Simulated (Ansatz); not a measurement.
# C wire along [100], 9 atoms a period, H-terminated: bands by functional, part 2 of 2

What gap, if any, does the C wire along [100], 9 atoms a period, H-terminated have, and how does it change with the functional?

Ansatz 0.2.0; DFT PBE, plane waves, PAW; relaxation of a wire's period; PAW set soft_1 (the session's first sound run).

So far. Step 2 (Relaxing the period): The cell's length comes to 3.740 Å with spin left out.

### 3. The wire at its relaxed period

This step: DFT PBE, plane waves, PAW; bands of a perfect wire; PAW set soft_1 (Ansatz 0.2.0).

At the relaxed period the bands are computed along the axis; those that cross an energy going forward count the channels that a perfect wire would open there.

File input.yaml:

```yaml
crystal:
  lattice:
    - [11.663, 0.0, 0.0]
    - [0.0, 11.663, 0.0]
    - [0.0, 0.0, 3.7403267943]
  atoms:
    - { symbol: C, position: [0.42484416, 0.42484416, 0.993926402] }
    - { symbol: C, position: [0.575178527, 0.575178527, 0.993926402] }
    - { symbol: H, position: [0.36856532, 0.36856532, 0.150833432] }
    - { symbol: H, position: [0.631457367, 0.631457367, 0.150833432] }
    - { symbol: C, position: [0.500011344, 0.500011344, 0.25] }
    - { symbol: H, position: [0.36856532, 0.631457367, 0.349166568] }
    - { symbol: H, position: [0.631457367, 0.36856532, 0.349166568] }
    - { symbol: C, position: [0.42484416, 0.575178527, 0.506073598] }
    - { symbol: C, position: [0.575178527, 0.42484416, 0.506073598] }
    - { symbol: H, position: [0.292533703, 0.444677736, 0.591384297] }
    - { symbol: H, position: [0.444677736, 0.292533703, 0.591384297] }
    - { symbol: H, position: [0.555344951, 0.707488984, 0.591384297] }
    - { symbol: H, position: [0.707488984, 0.555344951, 0.591384297] }
    - { symbol: C, position: [0.349530161, 0.500011344, 0.75] }
    - { symbol: C, position: [0.500011344, 0.349530161, 0.75] }
    - { symbol: C, position: [0.500011344, 0.650492526, 0.75] }
    - { symbol: C, position: [0.650492526, 0.500011344, 0.75] }
    - { symbol: H, position: [0.292533703, 0.555344951, 0.908615703] }
    - { symbol: H, position: [0.444677736, 0.707488984, 0.908615703] }
    - { symbol: H, position: [0.555344951, 0.292533703, 0.908615703] }
    - { symbol: H, position: [0.707488984, 0.444677736, 0.908615703] }
kpoints:
  mp_grid: { grid: [1, 1, 22] }
  band_path: { path: ["Γ", Z], npoints: 90 }
scf:
  occupations: { method: fermi_dirac, width: 0.05 }
hamiltonian:
  xc: pbe
  pseudopotentials: { kind: paw, azcp: { folder: soft_1 } }
output:
  dos: { e_range: [-5, 4] }
  write_potential: true
  write_density: true
  volumetric_format: npy
```

Command:

```console
$ ansatz run input.yaml --threads 4 --pin off --max-ram 16384MiB --backend cpu --events-out ev --progress --plain --runs-dir out
```

Numbers of over 12 decimals in the logs are rounded to 6 here.

Log:

```text
[...]
Crystal: 21 atoms, lattice volume = 508.780 Å³
Basis set: ecut = 420 eV, 10021 PW (Γ)
Bands: 45, of which v1, the nominal top of the filled ones, is band 24 counted from 1 (23 counted from 0)
Symmetry: 8 space group operations
[...]
k-points: 12 of 22
[...]
SCF iter   1: F=—  HF=-2461.372441 eV  |F-HF|=—  |Δ(HF+E_count)|=         —  Δρ=6.96e-2  dr2=2.93e1  ethr=3.10e-3  ⟨swp⟩=8.5  Hψ=3186  notcnv=0  defer=27
[...]
SCF iter   9: F=-2451.088536 eV  HF=-2451.088536 eV  |F-HF|=1.09e-8  |Δ(HF+E_count)|=   9.42e-8  Δρ=1.69e-6  dr2=1.52e-8  ethr=2.08e-10  ⟨swp⟩=22.0  Hψ=4459  notcnv=0
SCF 1 converged in 9 iterations: F = -2451.088536 eV  dr2 = 1.52e-8
[...]
NSCF: frozen V_eff on 91 k-points
WARN: The output density's exchange-correlation potential varies sharply where the density is thin. Do not read a vacuum level from v_tot or v_xc, or from such a field of the output density. On a cell that repeats whose density bears no net charge and no dipole along the vacuum's axis use v_es (v_loc + v_h of the components); under efield.dipole_correction with no amplitude use v_es + v_field, which holds any externa [...]
SCF converged after 9 iterations
Free energy (F): -2451.088536 eV
[...]
Internal energy: -2451.088536 eV  (E = F + TS)
E sigma→0 (E₀):  -2451.088536 eV
Fermi energy:    -1.309063 eV
[...]
--- Band table (eV; the first three rows and the last of 12) ---
  k-point 0: bands = [... 20 lower, -5.6298, -4.5447, -3.4759, -3.4759, 0.8269, 1.8575, 1.8909, 1.8909, ... 17 higher]
  k-point 1: bands = [... 20 lower, -5.6261, -4.5287, -3.5055, -3.5055, 0.8523, 1.8808, 1.9097, 1.9097, ... 17 higher]
  k-point 2: bands = [... 20 lower, -5.6151, -4.4843, -3.5923, -3.5923, 0.9273, 1.9498, 1.9660, 1.9660, ... 17 higher]
  k-point 11: bands = [... 20 lower, -5.2023, -5.0737, -5.0737, -4.5441, 3.1113, 3.4477, 3.7778, 3.8793, ... 17 higher]
```

The job ended after 28 s (4 threads of AMD EPYC 7R13 (Zen 3), shared host; peak memory 1.6 GiB).

Reading the cycles: dr2 is the Hartree energy of the density residual (eV), the measure of convergence; HF is the Harris–Foulkes estimate of the energy, which meets the free energy F at convergence.

This step gave:

```
band gap : 4.303 eV
```

The electronic bands at the labelled points (eV, zero at the Fermi level):

| point | band 21 | band 22 | band 23 | band 24 | band 25 | band 26 | band 27 | band 28 |
| --- | --- | --- | --- | --- | --- | --- | --- | --- |
| Γ | -4.32 | -3.24 | -2.17 | -2.17 | 2.14 | 3.17 | 3.20 | 3.20 |
| halfway | -4.22 | -2.96 | -2.93 | -2.93 | 2.84 | 3.76 | 3.76 | 3.82 |
| Z | -3.89 | -3.76 | -3.76 | -3.24 | 4.42 | 4.76 | 5.09 | 5.19 |

The gap is 4.30 eV, with spin left out.

The path shows a direct gap of 4.30 eV (valence top at Γ, conduction bottom at Γ).

### 4. Levels at the same atoms, cutoff 500 eV, k-mesh 1×1×17

This step: DFT r2SCAN, plane waves, PAW; bands of a perfect wire at the PBE geometry; PAW set soft_1 (Ansatz 0.2.0).

The atoms stay at the PBE geometry and the functional changes. r2SCAN also reads the kinetic-energy density; it often gives larger moments and wider gaps than PBE, at a higher cost. Against the first PBE run of this kind, the cutoff is 500 eV against 420 and the mesh along the wire has 17 points against 22.

Edit input.yaml of step 3 so:

```diff
@@ -28,3 +28,3 @@
 kpoints:
-  mp_grid: { grid: [1, 1, 22] }
+  mp_grid: { grid: [1, 1, 17] }
   band_path: { path: ["Γ", Z], npoints: 90 }
@@ -33,8 +33,3 @@
 hamiltonian:
-  xc: pbe
+  xc: r2scan
   pseudopotentials: { kind: paw, azcp: { folder: soft_1 } }
-output:
-  dos: { e_range: [-5, 4] }
-  write_potential: true
-  write_density: true
-  volumetric_format: npy
```

Log:

```text
[...]
Crystal: 21 atoms, lattice volume = 508.780 Å³
Basis set: ecut = 500 eV, 12957 PW (Γ), exchange–correlation on 360×360×120 points (64 copies of the dense FFT grid, shifted against one another)
Bands: 45, of which v1, the nominal top of the filled ones, is band 24 counted from 1 (23 counted from 0)
Symmetry: 8 space group operations
[...]
k-points: 9 of 17
[...]
SCF iter   1: F=—  HF=-2466.501099 eV  |F-HF|=—  |Δ(HF+E_count)|=         —  Δρ=6.68e-2  dr2=2.66e1  dr2_τ=3.29e0  ethr=3.10e-3  ⟨swp⟩=9.1  Hψ=2447  notcnv=0  defer=23
[...]
SCF iter   9: F=-2458.513093 eV  HF=-2458.513093 eV  |F-HF|=3.58e-8  |Δ(HF+E_count)|=   1.73e-7  Δρ=2.99e-6  dr2=5.09e-8  dr2_τ=5.47e-9  ethr=2.08e-10  ⟨swp⟩=21.1  Hψ=3362  notcnv=0
SCF 1 converged in 9 iterations: F = -2458.513093 eV  dr2 = 5.09e-8
[...]
SCF converged after 9 iterations
Free energy (F): -2458.513093 eV
[...]
Internal energy: -2458.513093 eV  (E = F + TS)
E sigma→0 (E₀):  -2458.513093 eV
Fermi energy:    -1.164368 eV
[...]
--- Band table (eV; the first three rows and the last of 9) ---
  k-point 0: bands = [... 20 lower, -5.9268, -4.7603, -3.6688, -3.6688, 1.3093, 2.4100, 2.4402, 2.4402, ... 17 higher]
  k-point 1: bands = [... 20 lower, -5.9206, -4.7334, -3.7203, -3.7203, 1.3534, 2.4509, 2.4728, 2.4728, ... 17 higher]
  k-point 2: bands = [... 20 lower, -5.9024, -4.6631, -3.8689, -3.8689, 1.4818, 2.5693, 2.5693, 2.5705, ... 17 higher]
  k-point 8: bands = [... 20 lower, -5.5269, -5.3155, -5.3155, -4.7731, 3.5098, 4.0506, 4.2977, 4.3746, ... 17 higher]
```

Wall time 44 s (4 threads); peak memory 2.6 GiB.

Numbers from this step:

```yaml
band_gap: 4.978 eV
```

The electronic bands at the labelled points (eV, zero at the Fermi level):

| point | band 21 | band 22 | band 23 | band 24 | band 25 | band 26 | band 27 | band 28 |
| --- | --- | --- | --- | --- | --- | --- | --- | --- |
| Γ | -4.76 | -3.60 | -2.50 | -2.50 | 2.47 | 3.57 | 3.60 | 3.60 |
| halfway | -4.67 | -3.32 | -3.30 | -3.30 | 3.20 | 4.18 | 4.18 | 4.25 |
| Z | -4.30 | -4.16 | -4.16 | -3.64 | 4.79 | 5.16 | 5.44 | 5.60 |

The gap is 4.98 eV, against 4.30 eV under PBE at the relaxed period.

### 5. Levels at the same atoms, level HSE06, cutoff 420 eV

This step: DFT HSE06, plane waves, PAW; levels of a perfect wire at the PBE geometry; PAW set soft_1 (Ansatz 0.2.0).

The atoms stay at the PBE geometry and the functional changes. HSE06 mixes in a quarter of short-range exact exchange, which removes part of the self-interaction that closes gaps; it is dear, so the mesh is thinner and no path is run. Against the first PBE run of this kind, the mesh along the wire has 9 points against 22.

Edit input.yaml of step 4 so:

```diff
@@ -28,4 +28,3 @@
 kpoints:
-  mp_grid: { grid: [1, 1, 17] }
-  band_path: { path: ["Γ", Z], npoints: 90 }
+  mp_grid: { grid: [1, 1, 9] }
 scf:
@@ -33,3 +32,3 @@
 hamiltonian:
-  xc: r2scan
+  xc: hse06
   pseudopotentials: { kind: paw, azcp: { folder: soft_1 } }
```

Log:

```text
[...]
Crystal: 21 atoms, lattice volume = 508.780 Å³
Basis set: ecut = 420 eV, 10021 PW (Γ)
Bands: 45, of which v1, the nominal top of the filled ones, is band 24 counted from 1 (23 counted from 0)
Symmetry: 8 space group operations
[...]
k-points: 5 of 9
[...]
SCF iter   6: F=-2451.089230 eV  HF=-2451.089164 eV  |F-HF|=6.64e-5  |Δ(HF+E_count)|=   4.80e-4  Δρ=2.59e-4  dr2=1.82e-4  ethr=3.90e-6  ⟨swp⟩=3.4  Hψ=419  notcnv=0
[...]
Fermi energy:    -1.598286 eV
[...]
--- Band table (eV; the first three rows and the last of 5) ---
  k-point 0: bands = [... 20 lower, -6.6159, -5.3903, -4.2743, -4.2743, 1.0456]
  k-point 1: bands = [... 20 lower, -6.5895, -5.2996, -4.4571, -4.4571, 1.1922]
  k-point 2: bands = [... 20 lower, -6.5215, -5.1381, -4.9371, -4.9371, 1.6070]
  k-point 4: bands = [... 20 lower, -6.3254, -5.9402, -5.9402, -5.3418, 3.0734]
  guard bands above this table: 20 of the run's 45 bands. The solve was not asked for them (output.publish_guard_bands: true or output.eigenvalues: true publishes all)
[key lines of the parts left out:]
Free energy (F): -2452.069890 eV
```

Run time: 33 s. Hardware: 4 threads; peak memory 5 GiB.

This step gave:

```
band gap : 5.32 eV
```

The gap is 5.32 eV, against 4.30 eV under PBE at the relaxed period.

### 6. Summary of results

| Item | Value |
| --- | --- |
| cell length, PBE | 3.740 Å |
| gap, PBE | 4.30 eV |
| gap, r2SCAN | 4.98 eV |
| gap, HSE06 | 5.32 eV |

**Reading.** Under PBE the cell's length is 3.74 Å, and a gap of 4.30 eV makes it a semiconductor. At the relaxed period the wire is gapped under every functional, from 4.30 eV (PBE) to 5.32 eV (HSE06). Weak screening in one dimension makes quasiparticle gaps larger than the semilocal gaps, as a rule. A hybrid's gap is read on a coarse mesh, without a band path.

[Logs are printed without paths, hosts, clocks, repeated set-up lines and the standing remarks that a program may print on its own settings, such as how far it seeks lower states.]

[Hosts, paths, dates, database ids (printed as entryN), source tags and the programs' standing remarks are cut or masked in the printed files.]
